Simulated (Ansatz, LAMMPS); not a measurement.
# Elastic response of glassy CaAl2Si2O8 (117 atoms)

Aim: relax glassy CaAl2Si2O8 (117 atoms), then change its volume and shape to read moduli from the stress.

Method: Kohn-Sham DFT, PBE, PAW (set soft_2), plane waves, in Ansatz 0.2.0.

## 1. Set-up

The cell holds 117 atoms: 18 Al, 9 Ca, 72 O and 18 Si. Its edges and angles: a = 11.536 Å, b = 11.536 Å, c = 11.536 Å, α = 90.0°, β = 90.0°, γ = 90.0°. 117 atoms (18 Al, 9 Ca, 72 O, 18 Si) placed at random at 2.71 g/cm³, melted at 4500 K for 20 ps at fixed volume with the Morse and Coulomb pair potential with partial charges (Pedone, Malavasi, Menziani, Cormack and Segre, J. Phys. Chem. B 110, 11780 (2006)). Quenched from 4500 K to 300 K at 20 K/ps and fixed volume, held 5 ps. The starting density is a measured one.

Limits known from the start: The quench rate of 20 K/ps far exceeds what a furnace or splat quench reaches, so expect more defects and frozen-in strain than in a real sample. The starting topology of bonds comes from the classical model, and needn't be the one that DFT or experiment would give. Sampling is at Γ alone.

## 2. Single point at the start

A single point comes first, to see the forces before anything moves.

Input file input.yaml:

```yaml
crystal:
  lattice:
    - [11.5363, 0.0, 0.0]
    - [0.0, 11.5363, 0.0]
    - [0.0, 0.0, 11.5363]
  atoms:
    - { symbol: Al, position: [0.34186, 0.00116, 0.95612] }
    - { symbol: Al, position: [0.84242, 0.96164, 0.09646] }
    - { symbol: Al, position: [0.60242, 0.85802, 0.40872] }
    - { symbol: Al, position: [0.30961, 0.21849, 0.27731] }
    - { symbol: Al, position: [0.96786, 0.51355, 0.30407] }
    - { symbol: Al, position: [0.8084, 0.98148, 0.51736] }
    - { symbol: Al, position: [0.88739, 0.67523, 0.89892] }
    - { symbol: Al, position: [0.99628, 0.82623, 0.63246] }
    - { symbol: Al, position: [0.44038, 0.98926, 0.5442] }
    - { symbol: Al, position: [0.40799, 0.64197, 0.68132] }
    - { symbol: Al, position: [0.09846, 0.95691, 0.4056] }
    - { symbol: Al, position: [0.94408, 0.08585, 0.28961] }
    - { symbol: Al, position: [0.76985, 0.17982, 0.78987] }
    - { symbol: Al, position: [0.55787, 0.88622, 0.70404] }
    - { symbol: Al, position: [0.10797, 0.95687, 0.11814] }
    - { symbol: Al, position: [0.60524, 0.0418, 0.97654] }
    - { symbol: Al, position: [0.50128, 0.15082, 0.78436] }
    - { symbol: Al, position: [0.34172, 0.60271, 0.13761] }
    - { symbol: Ca, position: [0.24571, 0.7271, 0.90673] }
    - { symbol: Ca, position: [0.40647, 0.32734, 0.52152] }
    - { symbol: Ca, position: [0.21624, 0.75756, 0.53672] }
    - { symbol: Ca, position: [0.98744, 0.17915, 0.94934] }
    - { symbol: Ca, position: [0.7041, 0.48925, 0.44338] }
    - { symbol: Ca, position: [0.09201, 0.45686, 0.90862] }
    - { symbol: Ca, position: [0.66277, 0.6513, 0.753] }
    - { symbol: Ca, position: [0.34587, 0.30846, 0.00506] }
    - { symbol: Ca, position: [0.902, 0.78842, 0.33557] }
    - { symbol: O, position: [0.39859, 0.71173, 0.05113] }
    - { symbol: O, position: [0.82351, 0.82302, 0.15519] }
    - { symbol: O, position: [0.74155, 0.96636, 0.99371] }
    - { symbol: O, position: [0.00912, 0.65413, 0.98899] }
    - { symbol: O, position: [0.9996, 0.64047, 0.21905] }
    - { symbol: O, position: [0.31018, 0.95272, 0.61146] }
    - { symbol: O, position: [0.19515, 0.09176, 0.76152] }
    - { symbol: O, position: [0.83554, 0.45824, 0.26202] }
    - { symbol: O, position: [0.21708, 0.25144, 0.61605] }
    - { symbol: O, position: [0.4942, 0.13287, 0.50561] }
    - { symbol: O, position: [0.95012, 0.44983, 0.6371] }
    - { symbol: O, position: [0.24272, 0.27114, 0.40359] }
    - { symbol: O, position: [0.43471, 0.92489, 0.40695] }
    - { symbol: O, position: [0.85217, 0.0531, 0.80936] }
    - { symbol: O, position: [0.60034, 0.10639, 0.118] }
    - { symbol: O, position: [0.67332, 0.1679, 0.34168] }
    - { symbol: O, position: [0.03297, 0.84485, 0.48271] }
    - { symbol: O, position: [0.06742, 0.41804, 0.26124] }
    - { symbol: O, position: [0.13886, 0.08296, 0.47171] }
    - { symbol: O, position: [0.49378, 0.51723, 0.69352] }
    - { symbol: O, position: [0.27165, 0.65114, 0.72582] }
    - { symbol: O, position: [0.21489, 0.29986, 0.85304] }
    - { symbol: O, position: [0.47936, 0.93089, 0.99633] }
    - { symbol: O, position: [0.82511, 0.26137, 0.6684] }
    - { symbol: O, position: [0.56264, 0.89179, 0.55317] }
    - { symbol: O, position: [0.43952, 0.2918, 0.27917] }
    - { symbol: O, position: [0.62788, 0.30595, 0.50957] }
    - { symbol: O, position: [0.7101, 0.08337, 0.54411] }
    - { symbol: O, position: [0.41481, 0.13442, 0.90393] }
    - { symbol: O, position: [0.55711, 0.70502, 0.38428] }
    - { symbol: O, position: [0.02779, 0.20063, 0.24182] }
    - { symbol: O, position: [0.12064, 0.80149, 0.10035] }
    - { symbol: O, position: [0.85744, 0.52814, 0.85871] }
    - { symbol: O, position: [0.22739, 0.27998, 0.16679] }
    - { symbol: O, position: [0.89512, 0.80528, 0.82018] }
    - { symbol: O, position: [0.59642, 0.78741, 0.11102] }
    - { symbol: O, position: [0.22428, 0.87953, 0.36651] }
    - { symbol: O, position: [0.97744, 0.0058, 0.04776] }
    - { symbol: O, position: [0.77791, 0.59405, 0.60041] }
    - { symbol: O, position: [0.48651, 0.29164, 0.74088] }
    - { symbol: O, position: [0.75484, 0.86052, 0.44574] }
    - { symbol: O, position: [0.99148, 0.67879, 0.6267] }
    - { symbol: O, position: [0.02449, 0.2705, 0.52534] }
    - { symbol: O, position: [0.44019, 0.4394, 0.89819] }
    - { symbol: O, position: [0.71737, 0.61451, 0.18076] }
    - { symbol: O, position: [0.28652, 0.91826, 0.84335] }
    - { symbol: O, position: [0.63754, 0.13659, 0.85488] }
    - { symbol: O, position: [0.81987, 0.28724, 0.8928] }
    - { symbol: O, position: [0.34674, 0.64743, 0.29085] }
    - { symbol: O, position: [0.6322, 0.95731, 0.28762] }
    - { symbol: O, position: [0.91375, 0.03652, 0.4247] }
    [... 33 atom lines left out ...]
    - { symbol: Si, position: [0.91894, 0.57286, 0.58092] }
    - { symbol: Si, position: [0.46994, 0.8252, 0.09376] }
    - { symbol: Si, position: [0.83197, 0.9171, 0.77519] }
    - { symbol: Si, position: [0.07684, 0.6703, 0.1093] }
    - { symbol: Si, position: [0.72181, 0.73044, 0.10734] }
    - { symbol: Si, position: [0.95067, 0.30592, 0.64205] }
kpoints:
  mp_grid: { grid: [1, 1, 1] }
hamiltonian:
  xc: pbe
scf:
  occupations: { method: gaussian, width: 0.05 }
output:
  forces: true
```

On the command line:

```bash
$ ansatz run input.yaml --threads 4 --pin off --max-ram 8192MiB --backend cpu --events-out ev --progress --plain --runs-dir out
```

The program printed:

```text
[...]
Pseudopotentials: kind: paw
Pseudopotential: Al, paw, valence charge 3, recommended cutoff 420 eV (normal), Al.paw.azcp
Pseudopotential: Ca, paw, valence charge 10, recommended cutoff 420 eV (normal), Ca.paw.azcp
Pseudopotential: O, paw, valence charge 6, recommended cutoff 420 eV (normal), O.paw.azcp
Pseudopotential: Si, paw, valence charge 4, recommended cutoff 420 eV (normal), Si.paw.azcp
[...]
Crystal: 117 atoms, lattice volume = 1535.323 Å³
Basis set: ecut = 420 eV, 30047 PW (Γ), exchange–correlation on 160×160×160 points (8 copies of the dense FFT grid, shifted against one another)
Bands: 441, of which v1, the nominal top of the filled ones, is band 324 counted from 1 (323 counted from 0)
Symmetry: 1 space group operations
Space group: P1 (ITA 1), of the structure as read, at distance tolerance 1.2e-4 Å
k-points: 1
[...]
Initial density: superposition of atomic densities (neutral atoms: chi_scale 0, normalization atom), corrected by the library's trained network
Initial wavefunctions: pseudopotential atomic-orbital guess
[...]
SCF iter   1: F=—  HF=-78472.459597 eV  |F-HF|=—  |Δ(HF+E_count)|=         —  Δρ=2.37e-3  dr2=1.31e-1  ethr=1.77e-3  ⟨swp⟩=7.0  Hψ=2118  notcnv=0  defer=92
preconditioner: auto → Resta (q_TF=auto, 2.363 Å⁻¹)  ε∞=3.4  [insulator: Δε(μ)=2.557 eV  Ē_g=15.467 eV  σ=0.050 eV  W_gap=1.00  n_scr=340 (ndim 8)  ℏωp=23.8 eV  f_vac=0.108  D(μ)=0.00/eV (n_scr^D=0)  ε∞_Penn≈3.4]
SCF iter   2: F=—  HF=-78472.457412 eV  |F-HF|=—  |Δ(HF+E_count)|=   2.19e-3  Δρ=1.31e-3  dr2=3.62e-2  ethr=2.02e-5  ⟨swp⟩=2.0  Hψ=820  notcnv=0  defer=103
SCF iter   3: F=—  HF=-78472.457037 eV  |F-HF|=—  |Δ(HF+E_count)|=   3.74e-4  Δρ=5.62e-4  dr2=1.04e-2  ethr=5.59e-6  ⟨swp⟩=2.0  Hψ=552  notcnv=0  defer=37
automatic band count: iteration 3 solves 375 bands in place of 441: the levels show a gap, and the empty bands left out lie too high to hold charge; the band table lists the bands solved (type scf.n_extra_bands for more)
SCF iter   4: F=—  HF=-78472.456267 eV  |F-HF|=—  |Δ(HF+E_count)|=   7.70e-4  Δρ=2.04e-4  dr2=7.65e-4  ethr=1.61e-6  ⟨swp⟩=2.0  Hψ=554  notcnv=0  defer=37
SCF iter   5: F=—  HF=-78472.456298 eV  |F-HF|=—  |Δ(HF+E_count)|=   3.02e-5  Δρ=1.12e-4  dr2=1.93e-4  ethr=1.18e-7  ⟨swp⟩=2.0  Hψ=643  notcnv=0  defer=37
[...]
SCF iter   9: F=—  HF=-78472.456840 eV  |F-HF|=—  |Δ(HF+E_count)|=   7.86e-9  Δρ=2.55e-6  dr2=1.01e-7  ethr=2.63e-10  ⟨swp⟩=2.0  Hψ=605  notcnv=0  defer=47
SCF iter  10: F=-78472.456840 eV  HF=-78472.456840 eV  |F-HF|=3.57e-9  |Δ(HF+E_count)|=   5.99e-8  Δρ=1.53e-6  dr2=3.32e-8  ethr=1.54e-11  ⟨swp⟩=4.0  Hψ=1095  notcnv=0
SCF 1 converged in 10 iterations: F = -78472.456840 eV  dr2 = 3.32e-8
[...]
SCF converged after 10 iterations
Free energy (F): -78472.456840 eV
Harris-Foulkes:  -78472.456840 eV  (|F-HF|=3.57e-9)
Internal energy: -78472.456840 eV  (E = F + TS)
E sigma→0 (E₀):  -78472.456840 eV
Fermi energy:    6.457894 eV
--- Per-component energies (eV) ---
[...]
Σ components = -78472.456840   (vs F -78472.456840, Δ=0.00e0)
--- Forces (eV/Å), atoms counted from 1 ---
  atom   1  Al     0.93413937     1.81495812    -0.49144283
  atom   2  Al    -0.17962855     0.27830189    -0.52091595
  atom   3  Al     0.01480326     0.36289185    -0.75765654
  atom   4  Al    -0.88498703    -0.39355065     0.24492636
[...]
atom 117  Si     0.96304960     0.63565047    -0.82697134
  max |Σ_I F_I| component: 1.76e-4 eV/Å
```

It took 18 s on 4 threads of Intel Xeon Platinum 8259CL at 2.50GHz (Skylake/Cascade Lake), shared host; peak memory 2.2 GiB; 65 s of CPU time.

Reading the cycles: dr2 is the Hartree energy of the density residual (eV), the measure of convergence; HF is the Harris–Foulkes estimate of the energy, which meets the free energy F at convergence.

The r.m.s. force at the start is 1.2 eV/Å.

[end of part 1 of 4]

[Logs are printed without paths, hosts, clocks, repeated set-up lines and the standing remarks that a program may print on its own settings, such as how far it seeks lower states.]

[Hosts, paths, dates, database ids (printed as entryN), source tags and the programs' standing remarks are cut or masked in the printed files.]
